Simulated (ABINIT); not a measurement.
# Quasiparticle gap of KMgF3 (Pm-3m) in ABINIT, part 2 of 3

Aim: the G0W0 gap of KMgF3 (Pm-3m) on PBE, step by step.

ABINIT 10.8.3; PBE and many-body steps on it, plane waves. Known limits of the many-body steps: not at the basis limit; coarse k mesh.

So far. Step 2 (Ground state): The gap is indirect, with the least direct gap 0.33 eV higher.

**3. Bands along the symmetry lines**

Level of this step: DFT, PBE, plane waves, norm-conserving pseudopotentials (ABINIT).

The cheap functional maps the bands first; the places of the edges decide which points the dearer methods must see.

Contents of run.abi:

```
acell 3*1.0 Angstrom
rprim 
  3.985900000000 0.000000000000 0.000000000000
  0.000000000000 3.985900000000 0.000000000000
  0.000000000000 0.000000000000 3.985900000000
ntypat 3
znucl 19 12 9
natom 5
typat 1 2 3 3 3
xred 
  0.500000000000 0.500000000000 0.500000000000
  0.000000000000 0.000000000000 0.000000000000
  0.500000000000 0.000000000000 0.000000000000
  0.000000000000 0.500000000000 0.000000000000
  0.000000000000 0.000000000000 0.500000000000
pp_dirpath "pseudos"
pseudos "K.upf, Mg.upf, F.upf"
ecut 38
iscf -2
irdden 1
kptopt 0
nkpt 50
kpt 
  0.00000000 0.00000000 0.00000000
  0.00000000 0.06250000 0.00000000
  0.00000000 0.12500000 0.00000000
  0.00000000 0.18750000 0.00000000
  0.00000000 0.25000000 0.00000000
  0.00000000 0.31250000 0.00000000
  0.00000000 0.37500000 0.00000000
  0.00000000 0.43750000 0.00000000
  0.00000000 0.50000000 0.00000000
  0.06250000 0.50000000 0.00000000
  0.12500000 0.50000000 0.00000000
  0.18750000 0.50000000 0.00000000
  0.25000000 0.50000000 0.00000000
  0.31250000 0.50000000 0.00000000
  0.37500000 0.50000000 0.00000000
  0.43750000 0.50000000 0.00000000
  0.50000000 0.50000000 0.00000000
  0.43750000 0.43750000 0.00000000
  0.37500000 0.37500000 0.00000000
  0.31250000 0.31250000 0.00000000
  0.25000000 0.25000000 0.00000000
  0.18750000 0.18750000 0.00000000
  0.12500000 0.12500000 0.00000000
  0.06250000 0.06250000 0.00000000
  0.00000000 0.00000000 0.00000000
  0.06250000 0.06250000 0.06250000
  0.12500000 0.12500000 0.12500000
  0.18750000 0.18750000 0.18750000
  0.25000000 0.25000000 0.25000000
  0.31250000 0.31250000 0.31250000
  0.37500000 0.37500000 0.37500000
  0.43750000 0.43750000 0.43750000
  0.50000000 0.50000000 0.50000000
  0.43750000 0.50000000 0.43750000
  0.37500000 0.50000000 0.37500000
  0.31250000 0.50000000 0.31250000
  0.25000000 0.50000000 0.25000000
  0.18750000 0.50000000 0.18750000
  0.12500000 0.50000000 0.12500000
  0.06250000 0.50000000 0.06250000
  0.00000000 0.50000000 0.00000000
  0.50000000 0.50000000 0.50000000
  0.50000000 0.50000000 0.43750000
  0.50000000 0.50000000 0.37500000
  0.50000000 0.50000000 0.31250000
  0.50000000 0.50000000 0.25000000
  0.50000000 0.50000000 0.18750000
  0.50000000 0.50000000 0.12500000
  0.50000000 0.50000000 0.06250000
  0.50000000 0.50000000 0.00000000
istwfk *1
nband 27
nbdbuf 2
tolwfr 1e-08
nstep 40
prtwf 0
prtvol 0
indata_prefix "in"
outdata_prefix "out"
tmpdata_prefix "tmp"
```

The run is started by

```bash
$ OMP_NUM_THREADS=1 mpirun -n 4 abinit run.abi > log
```

Numbers of over 12 decimals in the logs are rounded to 6 here.

The program printed:

```text
.Version 10.8.3 of ABINIT. v10.8.2 released Aug 2026.

 Symmetries : space group Pm -3 m (#221); Bravais cP (primitive cubic)
[... echo of the input left out ...]
== DATASET  1 ==================================================================
-   mpi_nproc: 4, omp_nthreads: 1 (-1 if OMP is not activated)

--- !DatasetInfo
iteration_state: {dtset: 1, }
dimensions: {natom: 5, nkpt: 50, mband: 27, nsppol: 1, nspinor: 1, nspden: 1, mpw: 4803, }
cutoff_energies: {ecut:  38.0, pawecutdg:  -1.0, }
electrons: {nelect:   4.00000000E+01, charge:   0.00000000E+00, occopt:   1.00000000E+00, tsmear:   1.00000000E-02, }

 Real(R)+Recip(G) space primitive vectors, cartesian coordinates (Bohr,Bohr^-1):
 R(1)=  7.5322594  0.0000000  0.0000000  G(1)=  0.1327623  0.0000000  0.0000000
 R(2)=  0.0000000  7.5322594  0.0000000  G(2)=  0.0000000  0.1327623  0.0000000
 R(3)=  0.0000000  0.0000000  7.5322594  G(3)=  0.0000000  0.0000000  0.1327623
 Unit cell volume ucvol=  4.2734222E+02 bohr^3
 Angles (23,13,12)=  9.00000000E+01  9.00000000E+01  9.00000000E+01 degrees

 getcut: wavevector=  0.0000  0.0000  0.0000  ngfft=  45  45  45
         ecut(hartree)=     38.000   => boxcut(ratio)=   2.10509

--- Pseudopotential description ------------------------------------------------
- K Generated using ONCVPSP code by D. R. Hamann
- 19.00000   9.00000  171031                  znucl, zion, pspdat
12 -101130 2 -1 2222                          pspcod,pspxc,lmax,lloc,mmax
     nproj     2     2     2
  pspatm : epsatm=    8.42413758
         --- l  ekb(1:nproj) -->
             0   10.871123    0.806704
             1    4.379001    0.553647
             2   -3.405842   -1.029115
 pspatm: atomic psp has been read  and splines computed

- Mg Generated using ONCVPSP code by D. R. Hamann
- 12.00000  10.00000  171031                  znucl, zion, pspdat
12 -101130 1 -1 1510                          pspcod,pspxc,lmax,lloc,mmax
     nproj     2     2     0
  pspatm : epsatm=    9.22893308
         --- l  ekb(1:nproj) -->
[...]
pspatm: atomic psp has been read  and splines computed

- F Generated using ONCVPSP code by D. R. Hamann
-  9.00000   7.00000  171031                  znucl, zion, pspdat
12 -101130 2 -1 832                           pspcod,pspxc,lmax,lloc,mmax
     nproj     2     2     1
  pspatm : epsatm=    4.87625608
         --- l  ekb(1:nproj) -->
[...]
2   -2.441503
 pspatm: atomic psp has been read  and splines computed

--------------------------------------------------------------------------------

================================================================================
 prteigrs : about to open file out_EIG
 Non-SCF case, kpt    1 (  0.00000  0.00000  0.00000), residuals and eigenvalues=
  3.96E-09  1.09E-09  3.54E-09  9.33E-09  1.74E-09  4.09E-09  3.80E-09  5.57E-09
[...]
Non-SCF case, kpt   49 (  0.50000  0.50000  0.06250), residuals and eigenvalues=
[...]
Non-SCF case, kpt   50 (  0.50000  0.50000  0.00000), residuals and eigenvalues=
[...]
-4.7728E-02 -3.8374E-02 -1.1092E-02 -7.5418E-03 -7.5418E-03 -2.2277E-03
 -2.2277E-03  2.9572E-02  4.3233E-01  4.6049E-01  4.9568E-01  4.9568E-01
[...]
--- !ResultsGS
iteration_state: {dtset: 1, }
comment   : Summary of ground state results
lattice_vectors:
- [  7.5322594,   0.0000000,   0.0000000, ]
- [  0.0000000,   7.5322594,   0.0000000, ]
- [  0.0000000,   0.0000000,   7.5322594, ]
lattice_lengths: [   7.53226,    7.53226,    7.53226, ]
lattice_angles: [ 90.000,  90.000,  90.000, ] # degrees, (23, 13, 12)
lattice_volume:   4.2734222E+02
convergence: {deltae:  0.000E+00, res2:  0.000E+00, residm:  9.994E-09, diffor:  0.000E+00, }
etotal    :  -1.63761891E+02
entropy   :   0.00000000E+00
fermie    :   3.03224315E-02
cartesian_stress_tensor: null
pressure_GPa: null
xred      :
- [  5.0000E-01,   5.0000E-01,   5.0000E-01,  K]
- [  0.0000E+00,   0.0000E+00,   0.0000E+00, Mg]
- [  5.0000E-01,   0.0000E+00,   0.0000E+00,  F]
- [  0.0000E+00,   5.0000E-01,   0.0000E+00,  F]
- [  0.0000E+00,   0.0000E+00,   5.0000E-01,  F]
cartesian_forces: null
force_length_stats: {min: null, max: null, mean: null, }

 Integrated electronic density in atomic spheres:
 ------------------------------------------------
 Atom  Sphere_radius  Integrated_density
[...]
================================================================================

 ----iterations are completed or convergence reached----

 Mean square residual over all n,k,spin=   51.563E-10; max=  99.940E-10
 reduced coordinates (array xred) for    5 atoms
[...]
cartesian coordinates (angstrom) at end:
    1      1.992950     1.992950     1.992950
    2      0.000000     0.000000     0.000000
    3      1.992950     0.000000     0.000000
    4      0.000000     1.992950     0.000000
    5      0.000000     0.000000     1.992950
 length scales=  1.889726125908  1.889726125908  1.889726125908 bohr
              =  1.000000000000  1.000000000000  1.000000000000 angstroms
 prteigrs : about to open file out_EIG
 Eigenvalues (hartree) for nkpt=  50  k points:
 kpt#   1, nband= 27, wtk=  1.00000, kpt=  0.0000  0.0000  0.0000 (reduced coord)
[...]
kpt#   2, nband= 27, wtk=  1.00000, kpt=  0.0000  0.0625  0.0000 (reduced coord)
[...]
kpt#   3, nband= 27, wtk=  1.00000, kpt=  0.0000  0.1250  0.0000 (reduced coord)
[...]
kpt#  49, nband= 27, wtk=  1.00000, kpt=  0.5000  0.5000  0.0625 (reduced coord)
[...]
0.51463    0.51463    0.55326
 kpt#  50, nband= 27, wtk=  1.00000, kpt=  0.5000  0.5000  0.0000 (reduced coord)
[...]
-0.30751   -0.30751   -0.30102   -0.08316   -0.04773   -0.03837   -0.01109   -0.00754
  -0.00754   -0.00223   -0.00223    0.02957    0.43233    0.46049    0.49568    0.49568
   0.50121    0.50121    0.55622

== END DATASET(S) ==============================================================
================================================================================

 -outvars: echo values of variables after computation  --------
            nband          27
             nkpt          50
          spgroup         221
 [... the other variables as echoed above ...]

 Calculation completed.
```

Wall time 38 s (4 MPI ranks of Arm Neoverse V1, shared host); peak memory 0.36 GiB.

Numbers from this step:

```
gap                        : 7.354 eV
k of the valence top       : 0.5, 0.5, 0.5
k of the conduction bottom : 0, 0, 0
least direct gap           : 7.679 eV
```

The gap is 7.354 eV, as in the run before at this level.

Electronic bands along the path, in eV, zero at the top of the highest filled band:

```
    point  band 17  band 18  band 19  band 20  band 21  band 22  band 23  band 24
        Γ    -0.62    -0.33    -0.33    -0.33     7.35    10.12    10.12    12.25
  halfway    -0.73    -0.73    -0.43    -0.43     8.36    10.61    10.67    12.50
        X    -0.85    -0.85    -0.53    -0.53    10.15    10.49    11.14    12.79
  halfway    -0.94    -0.74    -0.65    -0.27    10.76    10.83    11.69    12.62
        M    -1.03    -0.89    -0.89    -0.02    10.94    11.71    12.66    12.66
  halfway    -0.83    -0.60    -0.58    -0.31     9.16    10.99    11.28    12.45
        Γ    -0.62    -0.33    -0.33    -0.33     7.35    10.12    10.12    12.25
  halfway    -1.20    -0.35    -0.35    -0.32     9.69    11.41    11.41    12.41
        R    -1.12     0.00     0.00     0.00    10.48    10.48    10.48    13.99
  halfway    -1.09    -0.38    -0.37    -0.22    10.73    11.03    11.65    12.19
        X    -0.85    -0.85    -0.53    -0.53    10.15    10.49    11.14    12.79
jump to R    -1.12     0.00     0.00     0.00    10.48    10.48    10.48    13.99
  halfway    -1.12    -0.31    -0.31    -0.01    10.71    11.15    11.15    12.43
        M    -1.03    -0.89    -0.89    -0.02    10.94    11.71    12.66    12.66
```

**4. Empty states on the mesh, 2×2×2 mesh, 50 bands**

The sums over transitions need many empty states on a uniform mesh; this step solves for them.

Contents of run.abi:

```
acell 3*1.0 Angstrom
rprim 
  3.985900000000 0.000000000000 0.000000000000
  0.000000000000 3.985900000000 0.000000000000
  0.000000000000 0.000000000000 3.985900000000
ntypat 3
znucl 19 12 9
natom 5
typat 1 2 3 3 3
xred 
  0.500000000000 0.500000000000 0.500000000000
  0.000000000000 0.000000000000 0.000000000000
  0.500000000000 0.000000000000 0.000000000000
  0.000000000000 0.500000000000 0.000000000000
  0.000000000000 0.000000000000 0.500000000000
pp_dirpath "pseudos"
pseudos "K.upf, Mg.upf, F.upf"
ecut 38
ngkpt 2 2 2
nshiftk 1
shiftk 0 0 0
kptopt 1
chksymbreak 0
iscf -2
irdden 1
istwfk *1
nband 50
nbdbuf 4
tolwfr 1e-09
nstep 60
prtvol 0
indata_prefix "in"
outdata_prefix "out"
tmpdata_prefix "tmp"
```

The program printed:

```text
.Version 10.8.3 of ABINIT. v10.8.2 released Aug 2026.

 Symmetries : space group Pm -3 m (#221); Bravais cP (primitive cubic)
[... echo of the input left out ...]
== DATASET  1 ==================================================================
-   mpi_nproc: 4, omp_nthreads: 1 (-1 if OMP is not activated)

--- !DatasetInfo
iteration_state: {dtset: 1, }
dimensions: {natom: 5, nkpt: 4, mband: 50, nsppol: 1, nspinor: 1, nspden: 1, mpw: 4801, }
cutoff_energies: {ecut:  38.0, pawecutdg:  -1.0, }
electrons: {nelect:   4.00000000E+01, charge:   0.00000000E+00, occopt:   1.00000000E+00, tsmear:   1.00000000E-02, }

 Real(R)+Recip(G) space primitive vectors, cartesian coordinates (Bohr,Bohr^-1):
 R(1)=  7.5322594  0.0000000  0.0000000  G(1)=  0.1327623  0.0000000  0.0000000
 R(2)=  0.0000000  7.5322594  0.0000000  G(2)=  0.0000000  0.1327623  0.0000000
 R(3)=  0.0000000  0.0000000  7.5322594  G(3)=  0.0000000  0.0000000  0.1327623
 Unit cell volume ucvol=  4.2734222E+02 bohr^3
 Angles (23,13,12)=  9.00000000E+01  9.00000000E+01  9.00000000E+01 degrees

 getcut: wavevector=  0.0000  0.0000  0.0000  ngfft=  45  45  45
         ecut(hartree)=     38.000   => boxcut(ratio)=   2.10509

--- Pseudopotential description ------------------------------------------------
- K Generated using ONCVPSP code by D. R. Hamann
- 19.00000   9.00000  171031                  znucl, zion, pspdat
12 -101130 2 -1 2222                          pspcod,pspxc,lmax,lloc,mmax
     nproj     2     2     2
  pspatm : epsatm=    8.42413758
         --- l  ekb(1:nproj) -->
             0   10.871123    0.806704
             1    4.379001    0.553647
             2   -3.405842   -1.029115
 pspatm: atomic psp has been read  and splines computed

- Mg Generated using ONCVPSP code by D. R. Hamann
- 12.00000  10.00000  171031                  znucl, zion, pspdat
12 -101130 1 -1 1510                          pspcod,pspxc,lmax,lloc,mmax
     nproj     2     2     0
  pspatm : epsatm=    9.22893308
         --- l  ekb(1:nproj) -->
[...]
pspatm: atomic psp has been read  and splines computed

- F Generated using ONCVPSP code by D. R. Hamann
-  9.00000   7.00000  171031                  znucl, zion, pspdat
12 -101130 2 -1 832                           pspcod,pspxc,lmax,lloc,mmax
     nproj     2     2     1
  pspatm : epsatm=    4.87625608
         --- l  ekb(1:nproj) -->
[...]
2   -2.441503
 pspatm: atomic psp has been read  and splines computed

--------------------------------------------------------------------------------

================================================================================
 prteigrs : about to open file out_EIG
 Non-SCF case, kpt    1 (  0.00000  0.00000  0.00000), residuals and eigenvalues=
  5.94E-10  2.59E-10  2.71E-10  5.72E-10  5.12E-10  3.10E-10  1.27E-10  3.17E-10
  9.36E-11  2.20E-10  9.42E-10  1.77E-10  4.39E-10  9.87E-10  3.24E-10  4.77E-10
  8.37E-10  2.83E-10  6.66E-10  6.71E-10  2.07E-10  9.67E-11  1.51E-10  1.19E-10
[...]
5.93E-10  7.40E-10
 -2.5730E+00 -1.3522E+00 -1.3522E+00 -1.3522E+00 -9.1146E-01 -7.0617E-01
 -6.8220E-01 -6.8220E-01 -3.0477E-01 -3.0477E-01 -3.0477E-01 -5.7924E-02
 -5.7924E-02 -5.7924E-02  7.5354E-03  7.5354E-03  7.5354E-03  1.8347E-02
[...]
9.4193E-01  9.4193E-01  9.5852E-01  9.5852E-01  9.5852E-01  1.0011E+00
  1.1032E+00  1.1032E+00  1.1622E+00  1.1622E+00  1.1622E+00  1.1943E+00
  1.1943E+00  1.1943E+00
 prteigrs : prtvol=0 or 1, do not print more k-points.

--- !ResultsGS
iteration_state: {dtset: 1, }
comment   : Summary of ground state results
lattice_vectors:
- [  7.5322594,   0.0000000,   0.0000000, ]
- [  0.0000000,   7.5322594,   0.0000000, ]
- [  0.0000000,   0.0000000,   7.5322594, ]
lattice_lengths: [   7.53226,    7.53226,    7.53226, ]
lattice_angles: [ 90.000,  90.000,  90.000, ] # degrees, (23, 13, 12)
lattice_volume:   4.2734222E+02
convergence: {deltae:  0.000E+00, res2:  0.000E+00, residm:  9.972E-10, diffor:  0.000E+00, }
etotal    :  -1.63761891E+02
entropy   :   0.00000000E+00
fermie    :   3.03224315E-02
cartesian_stress_tensor: null
pressure_GPa: null
xred      :
- [  5.0000E-01,   5.0000E-01,   5.0000E-01,  K]
- [  0.0000E+00,   0.0000E+00,   0.0000E+00, Mg]
- [  5.0000E-01,   0.0000E+00,   0.0000E+00,  F]
- [  0.0000E+00,   5.0000E-01,   0.0000E+00,  F]
- [  0.0000E+00,   0.0000E+00,   5.0000E-01,  F]
cartesian_forces: null
force_length_stats: {min: null, max: null, mean: null, }

 Integrated electronic density in atomic spheres:
 ------------------------------------------------
 Atom  Sphere_radius  Integrated_density
[...]
================================================================================

 ----iterations are completed or convergence reached----

 Mean square residual over all n,k,spin=   46.525E-11; max=  99.722E-11
 reduced coordinates (array xred) for    5 atoms
[...]
0.000000000000      0.500000000000      0.000000000000
       0.000000000000      0.000000000000      0.500000000000

 cartesian coordinates (angstrom) at end:
    1      1.992950     1.992950     1.992950
    2      0.000000     0.000000     0.000000
    3      1.992950     0.000000     0.000000
    4      0.000000     1.992950     0.000000
    5      0.000000     0.000000     1.992950
 length scales=  1.889726125908  1.889726125908  1.889726125908 bohr
              =  1.000000000000  1.000000000000  1.000000000000 angstroms
 prteigrs : about to open file out_EIG
 Eigenvalues (hartree) for nkpt=   4  k points:
 kpt#   1, nband= 50, wtk=  0.12500, kpt=  0.0000  0.0000  0.0000 (reduced coord)
[...]
0.73901    0.82475    0.82475    0.94193    0.94193    0.94193    0.95852    0.95852
   0.95852    1.00106    1.10317    1.10317    1.16221    1.16221    1.16221    1.19429
   1.19429    1.19429
 prteigrs : prtvol=0 or 1, do not print more k-points.

== END DATASET(S) ==============================================================
================================================================================

 -outvars: echo values of variables after computation  --------
            nband          50
             nkpt           4
          spgroup         221
 [... the other variables as echoed above ...]

 Calculation completed.
```

Run time: 9.3 s. Hardware: 4 MPI ranks; peak memory 0.28 GiB.

This step gave:

* gap: 7.354 eV
* k of the valence top: 0.5, 0.5, 0.5
* k of the conduction bottom: 0, 0, 0
* least direct gap: 7.679 eV
* k points computed: 4
* lowest point of the top converged band, above the valence top: 29.68 eV

On this mesh the gap is 7.354 eV.

**5. Screening, 2×2×2 mesh, 46 bands, screening to 87.1 eV**

The RPA dielectric matrix is built and inverted for each q.

This step: RPA screening on PBE, plane waves, norm-conserving pseudopotentials.

run.abi: that of step 4 with these lines changed.

```diff
@@ -23,10 +23,11 @@
 chksymbreak 0
-iscf -2
-irdden 1
 istwfk *1
-nband 50
-nbdbuf 4
-tolwfr 1e-09
-nstep 60
-prtvol 0
+occopt 1
+irdwfk 1
+optdriver 3
+nband 46
+ecuteps 3.2
+inclvkb 2
+awtr 1
+symchi 1
 indata_prefix "in"
```

The program printed:

```text
.Version 10.8.3 of ABINIT. v10.8.2 released Aug 2026.

 Symmetries : space group Pm -3 m (#221); Bravais cP (primitive cubic)
[... echo of the input left out ...]
== DATASET  1 ==================================================================
-   mpi_nproc: 4, omp_nthreads: 1 (-1 if OMP is not activated)

--- !DatasetInfo
iteration_state: {dtset: 1, }
dimensions: {natom: 5, nkpt: 4, mband: 46, nsppol: 1, nspinor: 1, nspden: 1, mpw: 4801, }
cutoff_energies: {ecut:  38.0, pawecutdg:  -1.0, }
electrons: {nelect:   4.00000000E+01, charge:   0.00000000E+00, occopt:   1.00000000E+00, tsmear:   1.00000000E-02, }

 SCREENING: Calculation of the susceptibility and dielectric matrices

 Based on a program developped by R.W. Godby, V. Olevano, G. Onida, and L. Reining.
 Incorporated in ABINIT by V. Olevano, G.-M. Rignanese, and M. Torrent.
.Using double precision arithmetic ; gwpc =  8

[... cell and pseudopotentials left out ...]
--------------------------------------------------------------------------------

 ==== K-mesh for the wavefunctions ====
 Number of points in the irreducible wedge :     4
[... list of points left out ...]
 Together with 48 symmetry operations and time-reversal symmetry
 yields     8 points in the full Brillouin Zone.

 ==== Q-mesh for the screening function ====
 Number of points in the irreducible wedge :     4
[... list of points left out ...]
 Together with 48 symmetry operations and time-reversal symmetry
 yields     8 points in the full Brillouin Zone.

 setmesh: FFT mesh size selected  =    27x   27x   27
          total number of points  =        19683

 vcoul_init : cutoff-mode = AUXILIARY_FUNCTION
 q-points for optical limit:   1
     1)      0.000010    0.000020    0.000030

- screening: taking advantage of time-reversal symmetry
- Maximum band index for partially occupied states nbvw = 20
- Remaining bands to be divided among processors   nbcw = 26
- Number of bands treated by each node ~6

 Number of electrons calculated from density =   40.0000; Expected =   40.0000
 average of density, n =  0.093602
 r_s =    1.3663
 omega_plasma =   29.5119 [eV]

 calculating chi0 at frequencies [eV] :
  1    0.000000E+00    0.000000E+00
  2    0.000000E+00    2.951194E+01

--------------------------------------------------------------------------------
  q-point number  1        q = ( 0.000000, 0.000000, 0.000000) [r.l.u.]
--------------------------------------------------------------------------------
[... chi0 elements left out ...]
 For q-point:  0.000010 0.000020 0.000030
  dielectric constant =   1.9830
  dielectric constant without local fields =   2.0992

  Average fulfillment of the sum rule on Im[epsilon] for q-point    1 :     22.15  [%]
[... wings left out ...]
  q-point number  2        q = ( 0.500000, 0.000000, 0.000000) [r.l.u.]
--------------------------------------------------------------------------------
[... chi0 elements left out ...]
  Average fulfillment of the sum rule on Im[epsilon] for q-point    2 :     30.16  [%]

 [... 2 further q-points ...]
```

Run time: 5.3 s. Hardware: 4 MPI ranks; peak memory 0.46 GiB.

This step gave:

```yaml
eps_infinity_with_local_fields_on_this_mesh_along_the_program_s_q_direction: 1.983
the_same_without_local_fields: 2.099
plasma_frequency: 29.51 eV
plane_waves_in_the_screening_matrix: 123
```

Local fields lower ε∞ by 6 %. On a Γ-centred mesh this coarse the value itself is usually too large, while a short band sum pulls it down.

[end of part 2 of 3]

[Paths, hosts, dates, memory and timing lines, banners, echoed tables and standing remarks are left out of the program output.]

[Logs are printed without paths, hosts, clocks, repeated set-up lines and the standing remarks that a program may print on its own settings, such as how far it seeks lower states.]

[Runs of the session that timed out or met a known fault of the program may be left out.]

[Hosts, paths, dates, database ids (printed as entryN), source tags and the programs' standing remarks are cut or masked in the printed files.]

[G0W0 gaps are taken among the corrected bands and points alone; a level outside them can change the order at an edge.]

[Where Ansatz stands beside ABINIT at settings called matched, ABINIT's density can come from a denser mesh and the files from another edition; pairs whose starting gaps differed by over 0.03 eV were left out, so agreement reads better than it is.]
